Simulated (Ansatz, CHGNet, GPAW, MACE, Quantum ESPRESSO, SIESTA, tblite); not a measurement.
**Amorphous Hg20Zn15S35 (70 atoms) in other programs, against a plane-wave reference**

Wanted: errors and costs of other methods on amorphous Hg20Zn15S35 (70 atoms). A plane-wave run serves as the reference.

Program: Quantum ESPRESSO 7.5. Level of theory: Kohn-Sham DFT, PBE, SSSP efficiency 1.3.0 pseudopotentials, plane waves. Values are calculated unless marked as measured.

## Step 1: The system as given

The cell holds 70 atoms: 20 Hg, 15 Zn and 35 S. Its edges and angles: a = 11.824 Å, b = 11.824 Å, c = 11.824 Å, α = 90.0°, β = 90.0°, γ = 90.0°. 70 atoms (20 Hg, 15 Zn, 35 S) placed at random at 6.14 g/cm³, melted at 2500 K for 10 ps at fixed volume with the Stillinger-Weber II-VI potential (Zhou et al., Phys. Rev. B 88, 085309 (2013)). Quenched from 2500 K to 700 K at 500 K/ps and fixed volume, held 5 ps, then minimised at fixed cell. Then every atom was moved at random, 0.03 Å r.m.s. a Cartesian component.

## Step 2: Reference: Quantum ESPRESSO, plane waves

pw.in reads:

```
&control
  calculation = 'scf'
  pseudo_dir = './pseudo'
  outdir = './tmp'
  disk_io = 'none'
  tprnfor = .true.
  tstress = .true.
/
&system
  ibrav = 0
  nat = 70
  ntyp = 3
  ecutwfc = 45
  ecutrho = 360
  nosym = .true.
  occupations = 'smearing'
  smearing = 'fd'
  degauss = 0.003675
/
&electrons
  conv_thr = 3.5e-07
  electron_maxstep = 100
  mixing_beta = 0.4
  mixing_mode = 'plain'
  diagonalization = 'david'
/
ATOMIC_SPECIES
Hg 200.592 Hg.upf
Zn 65.380 Zn.upf
S 32.060 S.upf
CELL_PARAMETERS angstrom
11.82420 0.00000 0.00000
0.00000 11.82420 0.00000
0.00000 0.00000 11.82420
ATOMIC_POSITIONS crystal
Hg 0.75200 0.33141 0.20308
Hg 0.23239 0.71439 0.24719
Hg 0.01546 0.10197 0.71174
Hg 0.08300 0.04846 0.43199
Hg 0.25031 0.49267 0.88952
Hg 0.40311 0.75056 0.01745
Hg 0.28168 0.02249 0.90448
Hg 0.25388 0.85854 0.68321
Hg 0.51867 0.58304 0.82718
Hg 0.26225 0.30583 0.10035
Hg 0.78075 0.86373 0.48520
Hg 0.39822 0.58377 0.52033
[... 54 atom lines left out ...]
S 0.16405 0.18378 0.95606
S 0.76426 0.12339 0.77103
S 0.69384 0.76460 0.81321
S 0.54028 0.07227 0.64963
K_POINTS gamma
```

Run with:

```bash
OMP_NUM_THREADS=1 mpirun -np 4 pw.x -in pw.in > output.txt
```

The log of the run:

```text
Program PWSCF
     gamma-point specific algorithms are used
     one sub-group per band group will be used
     scalapack distributed-memory algorithm (size of sub-group:  2*  2 procs)
     Parallelization info
     sticks:   dense  smooth     PW     G-vecs:    dense   smooth      PW
     Min        3576    1786    445               321611   113833   14262
     Max        3581    1790    450               321612   113834   14264
     Sum       14313    7153   1789              1286447   455335   57051
     bravais-lattice index     =            0
     lattice parameter (alat)  =      22.3445  a.u.
     unit-cell volume          =   11156.0872 (a.u.)^3
     number of atoms/cell      =           70
     number of atomic types    =            3
     number of electrons       =       910.00
[... lines left out ...]
     scf convergence threshold =      3.5E-07
[... lines left out ...]
     number of k points=     1  Fermi-Dirac smearing, width (Ry)=  0.0037
[... lines left out ...]
     total energy              =  -13966.84804354 Ry
[... lines left out ...]
     total energy              =  -13964.73147071 Ry
[... lines left out ...]
     total energy              =  -13969.04572725 Ry
[... lines left out ...]
     total energy              =  -13969.53039131 Ry
[... lines left out ...]
     total energy              =  -13969.53039134 Ry
[... lines left out ...]
  -106.8948-106.7885-106.7750 -72.4756 -72.4077 -72.3970 -72.3846 -72.3734
   -72.3486 -72.3290 -72.3187 -72.2972 -72.2518 -72.2263 -72.2197 -72.1909
   -72.1887 -72.1853 -72.1482 -72.1361 -72.1358 -72.1107 -72.1044 -72.0919
   -72.0610 -72.0502 -72.0331 -71.9953 -71.9894 -71.9685 -71.9473 -71.9440
[...]
13.4784  13.5165  13.5787  13.6429  13.6576  13.6936  13.7387  13.7837
    13.8219  13.9063  13.9437  13.9534  13.9991  14.0710  14.0984  14.1695
    14.2141  14.2209
     the Fermi energy is     7.5075 ev
!    total energy              =  -13969.53039123 Ry
     estimated scf accuracy    <       0.00000019 Ry
     smearing contrib. (-TS)   =      -0.02006323 Ry
     internal energy E=F+TS    =  -13969.51032800 Ry
     The total energy is F=E-TS. E is the sum of the following terms:
     one-electron contribution =  -11320.35523356 Ry
     hartree contribution      =    5808.04969412 Ry
     xc contribution           =   -1474.80319334 Ry
     ewald contribution        =   -6982.40159521 Ry
     convergence has been achieved in  26 iterations
     Forces acting on atoms (cartesian axes, Ry/au):
     atom    1 type  1   force =     0.01519522    0.00706190    0.00272617
     atom    2 type  1   force =    -0.02833855    0.00371232    0.00883154
     atom    3 type  1   force =     0.00005167    0.00998010    0.01405870
[...]
atom   69 type  3   force =    -0.00405271   -0.02757106   -0.03064458
     atom   70 type  3   force =    -0.04406584   -0.00124241   -0.01195463
     Total force =     0.229785     Total SCF correction =     0.002712
     Computing stress (Cartesian axis) and pressure
          total   stress  (Ry/bohr**3)                   (kbar)     P=      -24.37
  -0.00013910  -0.00003459  -0.00001928          -20.46       -5.09       -2.84
  -0.00003459  -0.00021827  -0.00005805           -5.09      -32.11       -8.54
  -0.00001928  -0.00005805  -0.00013952           -2.84       -8.54      -20.52
     Message from routine punch:
     Nothing written, as per user request (disk_io='none')
```

Run time: 8.8 min. Hardware: 4 MPI ranks of Arm Neoverse V1, shared host; peak memory 4.5 GiB.

Banners and routine set-up lines are dropped from the logs; longer cuts are marked.

Numbers from this run:

| Quantity | Value |
| --- | --- |
| r.m.s. force component | 0.4077 eV/Å |
| longest force | 1.413 eV/Å |
| pressure | -2.436 GPa |

## Step 3: The ladder

The programs:
- CHGNet: machine-learned potential, published weights.
- GPAW 26.7.0: PAW with atomic orbitals (LCAO), plane waves or a real-space grid of spacing h.
- MACE: machine-learned potential, published weights.
- SIESTA 5.4.2: numerical atomic orbitals, whose automatically made sets are far from complete, with PseudoDojo norm-conserving potentials that we converted to its format (checked against plane waves on the same files for H, C, O, Si, Ge and Ca alone); labels give functional, basis size, energy shift and mesh cutoff.
- tblite 0.8.0: extended tight binding, driven from Python.

All use the same cell and atoms; the electronic-structure runs use the same k-mesh, and an electronic temperature of 580 K (0.05 eV) where levels are smeared.

Differences are against the plane-wave reference, forces as r.m.s. over components; share is that over the reference's r.m.s. force, slope the least-squares factor from reference forces to these. Total energies of different programs have different zeros and aren't compared.

| run | Δ force, r.m.s. (meV/Å) | share (%) | slope | Δ pressure (GPa) | cores | CPU time | memory (GiB) |
| --- | --- | --- | --- | --- | --- | --- | --- |
| reference | - | - | - | - | 4 | 35 min | 4.5 |
| CHGNet 0.3.0 potential | 253 | 62.1 | 0.750 | 0.314 | 1 | 3.8 s | 0.67 |
| CHGNet r2SCAN potential | 277 | 67.8 | 0.661 | -0.546 | 1 | 3.8 s | 0.67 |
| GPAW PBE, LCAO dzp, h 0.15 Å | 58.4 | 14.3 | 1.003 | - | 1 | 13 min | 4.1 |
| GPAW PBE, LCAO dzp, h 0.2 Å | 59.4 | 14.6 | 0.999 | - | 1 | 6.4 min | 1.9 |
| GPAW PBE, LCAO sz(dzp), h 0.2 Å (coarse) | 220 | 53.9 | 0.927 | - | 1 | 2.6 min | 1.6 |
| MACE MP-0b2 small potential | 150 | 36.9 | 0.991 | 1.31 | 1 | 6.4 s | 0.72 |
| SIESTA PBE, DZP, shift 0.01 Ry, mesh 100 Ry (coarse) | 203 | 49.9 | 1.064 | -3.95 | 2 | 71 s | 0.57 |
| SIESTA PBE, DZP, shift 0.01 Ry, mesh 500 Ry | 137 | 33.7 | 1.074 | -4.13 | 2 | 5.4 min | 1.7 |
| SIESTA PBE, SZP, shift 0.01 Ry, mesh 500 Ry (coarse) | 971 | 238 | 1.496 | -16.0 | 2 | 4.6 min | 1.5 |
| tblite GFN1-xTB | 313 | 76.8 | 0.832 | 0.0291 | 1 | 4.2 s | 0.14 |

Rows marked coarse use a setting chosen to be so.

Times of the machine-learned potentials are mostly Python's start and the loading of weights.

CPU time is summed over cores on a shared host, where runs went side by side, so it is rough. Symmetry, cutoffs, thresholds, outputs and thread counts weren't matched or tuned between programs; memory under MPI is the largest rank's times the ranks.

Within one program, basis, potentials and functional, energies share a zero. Each run against its twin at the usual cutoff or grid and solver:

| run | twin | Δ energy (meV/atom) | Δ force, r.m.s. (meV/Å) | CPU time over the twin's |
| --- | --- | --- | --- | --- |
| GPAW PBE, LCAO dzp, h 0.15 Å | LCAO dzp, h 0.2 Å | -24.8 | 20.0 | 2.0 |
| SIESTA PBE, DZP, shift 0.01 Ry, mesh 100 Ry | DZP, shift 0.01 Ry, mesh 500 Ry | -22.0 | 148 | 0.22 |

A second geometry, displaced anew (every atom was moved at random, 0.06 Å r.m.s. a Cartesian component (hydrogen 0.6 of that)), gives an energy difference that all programs can be tested on. The reference puts it at 13.80 meV/atom.

| run | energy less the first geometry's (meV/atom) | error (meV/atom) | force share at the second geometry (%) |
| --- | --- | --- | --- |
| tblite GFN1-xTB | 17.04 | 3.24 | 73.1 |
| GPAW PBE, LCAO dzp, h 0.2 Å | 13.84 | 0.0348 | 14.9 |
| SIESTA PBE, DZP, shift 0.01 Ry, mesh 500 Ry | 18.02 | 4.21 | 36.6 |
| CHGNet 0.3.0 potential | 13.73 | -0.0681 | 58.3 |
| CHGNet r2SCAN potential | 11.86 | -1.95 | 64.6 |
| MACE MP-0b2 small potential | 10.61 | -3.19 | 34.8 |
| SIESTA PBE, SZP, shift 0.01 Ry, mesh 500 Ry | 30.43 | 16.6 | 229 |
| GPAW PBE, LCAO sz(dzp), h 0.2 Å | 16.37 | 2.57 | 58.4 |
| GPAW PBE, LCAO dzp, h 0.15 Å | 13.82 | 0.0193 | 14.2 |
| SIESTA PBE, DZP, shift 0.01 Ry, mesh 100 Ry | 15.88 | 2.07 | 49.7 |

## Step 4: Results

```yaml
reference_r_m_s_force_component: 0.408 eV/Å
nearest_in_forces: GPAW PBE, LCAO dzp, h 0.15 Å, 14 %
farthest_in_forces: SIESTA PBE, SZP, shift 0.01 Ry, mesh 500 Ry (coarse), 238 %
cheapest_electronic_structure_run_beside_the_reference: tblite GFN1-xTB, 4.2 s of CPU time
```

What this shows: The PBE runs in local orbitals, coarse settings apart, differ by 14 % (GPAW PBE, LCAO dzp, h 0.15 Å) to 34 % (SIESTA PBE, DZP, shift 0.01 Ry, mesh 500 Ry); basis, grid and potentials can all enter. Tight binding differs by 77 % (tblite GFN1-xTB); it is another model, with fitted parameters of its own, and the xTB methods hold dispersion. Machine-learned potentials differ by 37 % (MACE MP-0b2 small potential) to 68 % (CHGNet r2SCAN potential); they were trained on other programs' data, some at another functional. Among those trained on PBE data the slope goes as low as 0.75, with a correlation of 0.80, so directions differ as well as sizes. Runs with settings chosen to be coarse differ by 50 % (SIESTA PBE, DZP, shift 0.01 Ry, mesh 100 Ry) to 238 % (SIESTA PBE, SZP, shift 0.01 Ry, mesh 500 Ry), their programs' other errors included. Of the electronic-structure runs that take under half the reference's CPU time, GPAW PBE, LCAO dzp, h 0.15 Å is among the nearest, at 14 % in 13 min against 35 min. In pressure, SIESTA PBE, SZP, shift 0.01 Ry, mesh 500 Ry misses by -16.0 GPa, at the same functional. The energy difference between the two geometries, 13.8 meV/atom in the reference, is met best by GPAW PBE, LCAO dzp, h 0.15 Å (+0.0193) and worst by SIESTA PBE, SZP, shift 0.01 Ry, mesh 500 Ry (coarse) (+16.6). In the reference: levels near the Fermi energy are neither full nor empty under the smearing, so no gap is quoted. Periodic xTB results under one method name differ between programs and library versions. The potentials hold different valence shells: 910 electrons in the reference, 750 in GPAW; this bears on time and differences. The reference's pressure holds the uncorrected Pulay stress of its 45 Ry basis, so small pressure differences, and their order, may be the reference's own error. Machine-learned potentials mimic data converged in k, so the reference's own k-point error enters their differences. The quench rate of 500 K/ps is many orders above laboratory rates, so the cell is likely richer in defects and strain than a real sample. The network of bonds at the start is that of the classical potential that made the cell, and needn't be the one that DFT or experiment would give. The reference's pressure of -2.4 GPa belongs to unrelaxed atoms and would change as they relax. The electronic-structure runs sample only Γ, in a cell whose shortest periodic width is 12 Å, which is coarse for a cell with partly filled levels. Spin–orbit coupling is left out, which matters for the levels of the heavy elements.

[Long decimals in the printed logs are rounded to 6 places.]

[Also dropped from logs without a mark: lines with file paths, logging warnings of Python, QE's lines on negative density and diagonalisation, SIESTA's first energy breakdown, zero terms and Voronoi charges.]

[Logs are printed without paths, hosts, clocks, repeated set-up lines and the standing remarks that a program may print on its own settings, such as how far it seeks lower states.]

[Hosts, paths, dates, database ids (printed as entryN), source tags and the programs' standing remarks are cut or masked in the printed files.]

[Not all failed runs are listed: runs killed by the host, ended in a Python traceback or in CONQUEST's support-function errors, and SIESTA runs with faulty potentials for Cu, Fe, Ni or Zn are left out.]
